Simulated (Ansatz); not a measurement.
# NiO: Hubbard U from linear response, part 2 of 2

Linear response gives U from how a shell's filling answers a small shift of its potential. The runs below do this for NiO.

functionals named at each step; plane waves, collinear spin, no spin–orbit coupling.

So far, computed U (eV): step 3 (PBE, one cell) 7.04; step 4 (PBE, q-mesh 3×3×3) 6.82.

## Step 5: PBE, one cell

Level of this step: PBE with U on Ni d by linear response (Ansatz).

This input is changed on purpose, to see how the response run answers a poor choice.

input.yaml reads:

```yaml
crystal:
  lattice:
    - [0.0, 2.085901641, 2.085901641]
    - [2.085901641, 0.0, 2.085901641]
    - [4.171803282, 4.171803282, 0.0]
  atoms:
    - { symbol: Ni, position: [0.0, 0.0, 0.0], spin: 1.8 }
    - { symbol: Ni, position: [0.0, 0.0, 0.5], spin: -1.8 }
    - { symbol: O, position: [0.5, 0.5, 0.25] }
    - { symbol: O, position: [0.5, 0.5, 0.75] }
magnetization:
  spin_polarized: true
kpoints:
  mp_grid: { grid: [12, 12, 6] }
hamiltonian:
  xc: pbe
  hubbard:
    sites: [{ species: Ni, l: d, u_eff: linear-response }]
    lr: { max_cycles: 5 }
scf:
  occupations: { method: fermi_dirac, width: 0.05 }
  max_iter: 100
output:
  eigenvalues: true
```

Command:

```console
$ ansatz run input.yaml --threads 2 --pin off --max-ram 5120MiB --backend cpu --events-out ev --progress --plain --runs-dir out
```

Numbers of over 12 decimals in the logs are rounded to 6 here.

Output:

```text
Error: inconsistent input (hamiltonian.hubbard.lr, hamiltonian.hubbard.sites[].u_eff, hamiltonian.hubbard.v[].v): tol/max_cycles/mixing control the self-consistent fixed-point loop, which the one-shot `linear-response` keyword does not run (on `qmesh` it reads tol unless dr2_threshold is set) — spell `self-consistent` on the computed `u_eff:` / `v:` or unset them
```

Run time: 0.08 s. Hardware: 2 threads of Arm Neoverse V1, shared host; peak memory 0.079 GiB.

The input was rejected at the start.

The program's message: “Error: inconsistent input (hamiltonian.hubbard.lr, hamiltonian.hubbard.sites[].u_eff, hamiltonian.hubbard.v[].v): tol/max_cycles/mixing control the self-consistent fixed-point loop, which the one-shot …”

The fault put into the input: cycles asked of a one-shot U.

## Step 6: PBE, shifted q-mesh 3×3×3

A mesh of wavevectors stands for a supercell in which the shifted site is farther from its images; shifted off q = 0, it leaves out the wavevector at which all images move together.

input.yaml: that of step 5 with these lines changed.

```diff
@@ -18,6 +18,5 @@
     sites: [{ species: Ni, l: d, u_eff: linear-response }]
-    lr: { max_cycles: 5 }
+    lr: { qmesh: [3, 3, 3], qmesh_shift: [0.5, 0.5, 0.5] }
 scf:
   occupations: { method: fermi_dirac, width: 0.05 }
-  max_iter: 100
 output:
```

Output:

```text
Ni: projections on atomic orbitals take those of the free atom [Ne] 3s2 3p6 3d8 4s2, of charge +0.00 (hamiltonian.pseudopotentials.projection_atoms); the dataset's partial waves leave at most 1.6e-6 of an orbital's norm unspanned inside its sphere
O: projections on atomic orbitals take those of the free atom [He] 2s2 2p4, of charge +0.00 (hamiltonian.pseudopotentials.projection_atoms); the dataset's partial waves leave at most 1.9e-8 of an orbital's norm unspanned inside its sphere
Engine: ansatz 0.2.0, aarch64-unknown-linux-gnu
Pseudopotentials: kind: paw
[...]
NSCF: frozen V_eff on 1728 k-points
DFPT response loops at q = (0.166667, -0.5, -0.5) (fractional): mixed as the last ones told, above
NSCF: frozen V_eff on 1728 k-points
DFPT response loops at q = (0.166667, -0.5, -0.166667) (fractional): mixed as the last ones told, above
NSCF: frozen V_eff on 1728 k-points
DFPT response loops at q = (0.166667, -0.166667, 0.166667) (fractional): mixed as the last ones told, above
```

The job ended after 15 min (2 threads; peak memory 2.7 GiB).

The run was stopped unfinished when the time set aside for it ran out, so what it printed is not taken as a result.

## Step 7: PBE, one cell, self-consistent

The one-shot value comes from a state without U, which may be far from the corrected one. Cycling feeds each U back until it stands.

input.yaml, the sections that differ from step 6:

```yaml
kpoints:
  mp_grid: { grid: [8, 8, 4] }
hamiltonian:
  xc: pbe
  hubbard:
    sites: [{ species: Ni, l: d, u_eff: self-consistent }]
    lr: { max_cycles: 12 }
# crystal, magnetization, scf, output: as in step 6
```

Output:

```text
[...]
LR-U cycle 1: input U_eff = [0.000, 0.000] eV
Crystal: 4 atoms, lattice volume = 36.303 Å³
Basis set: ecut = 420 eV, 683 PW (Γ)
Bands: 31, of which v1, the nominal top of the filled ones, is band 24 counted from 1 (23 counted from 0)
Symmetry: 12 space group operations
[...]
k-points: 35 of 256
[...]
Starting moments: Σ|m| = 3.6 μB on 2 of 4 sites
[...]
k-point 1 ↑: bands = [... 20 lower, 11.6769, 11.6769, 12.8289, 12.8289, 17.1535, 17.1535, 17.3385, 20.0738, ... 3 higher]
  k-point 2 ↑: bands = [... 20 lower, 11.5010, 11.5010, 13.1324, 13.1324, 17.0407, 17.0407, 19.0019, 19.1319, ... 3 higher]
  k-point 34 ↓: bands = [... 20 lower, 11.1794, 11.4460, 11.6978, 12.0814, 16.9880, 17.2470, 23.4460, 23.5975, ... 3 higher]
Occupation matrices written to <dir>
[key lines of the parts left out:]
SCF converged after 15 iterations
Magnetization: 0.0000 μB (24.0000 up, 24.0000 down)
Free energy (F): -12809.675872 eV
Fermi energy:    14.731827 eV
```

The job ended after 40 s (2 threads; peak memory 0.58 GiB).

U by cycle:

```tsv
cycle	U put in (eV)	largest change (eV)
1	0	7.0
2	7.04	1.4
3	5.63	0.15
4	5.78	0.017
5	5.76	0.0020
```

The response of each shell:

```tsv
site	electrons	χ₀ (1/eV)	χ (1/eV)	U (eV)
Ni1	8.291	-0.08815	-0.05843	5.76
Ni2	8.291	-0.08815	-0.05843	5.76
```

For Ni1 the on-site elements alone give 1/χ₀ − 1/χ = 5.77 eV, the inverses of the full matrices 5.72 eV, and the program reports 5.76 eV, after an interpolation towards a dense mesh that it makes on unshifted meshes and on single cells of several shells. The state, moments and gap printed next belong to the closing SCF at this U.

Read from the output:

```yaml
magnetization: 0 μB
final_state: antiferromagnetic
largest_moment: 1.653 μB
```

U on Ni is 5.76 eV here against 7.04 eV (-18 %) in the run that differs in self-consistency alone (PBE, one cell), at 3.0 times its CPU time. Both come from one cell, whose images are shifted too.

## Step 8: Comparison

7 further runs (PBE, q-mesh 3×3×3, with V, PBE, q-mesh 3×3×3, with ligand U, PBE, q-mesh 3×3×3, all-electron-atomic projectors and PBE, q-mesh 3×3×3, atomic projectors) did not converge, ran out of time or were refused, and are not shown.

```tsv
run	k-mesh	state of the response	U(Ni) (eV)	largest moment at that U (μB)	CPU time
PBE, one cell	8×8×4	chosen order	7.04	1.69	26 s
PBE, q-mesh 3×3×3	9×9×9	chosen order	6.82	1.68	19 min
PBE, one cell, self-consistent	8×8×4	chosen order	5.76	1.65	78 s
```

## Step 9: Outcome

```yaml
u_ni_one_shot_value_on_the_finest_mesh: 6.82 eV
u_ni_self_consistent_one_cell: 5.76 eV
range_of_u_ni_over_these_recipes: 5.76 to 7.04 eV
```

Linear response puts U for Ni in NiO at 6.8 eV (PBE, q-mesh 3×3×3), and the recipes tried spread from 5.8 to 7.0 eV. The cheapest one-shot value (PBE, one cell) is 7.04 eV and that on the finest mesh (PBE, q-mesh 3×3×3) 6.82 eV, +3 % apart, at 44 times the CPU time. Iterating U to self-consistency took 5 cycles and ends at 5.76 eV, against 7.04 eV in one shot on the same sampling. The magnetic states on which the responses were measured: chosen order; 3 starts finished among the 3 run to choose the order.

[Logs and program files are shortened in this print: banners, set-up blocks, solver, clock and traceback lines can be left out without a mark of their own.]

[Logs are printed without paths, hosts, clocks, repeated set-up lines and the standing remarks that a program may print on its own settings, such as how far it seeks lower states.]

[Hosts, paths, dates, database ids (printed as entryN), source tags and the programs' standing remarks are cut or masked in the printed files.]

[Where a cell is said to come from a database of computed structures, the database is the Materials Project.]
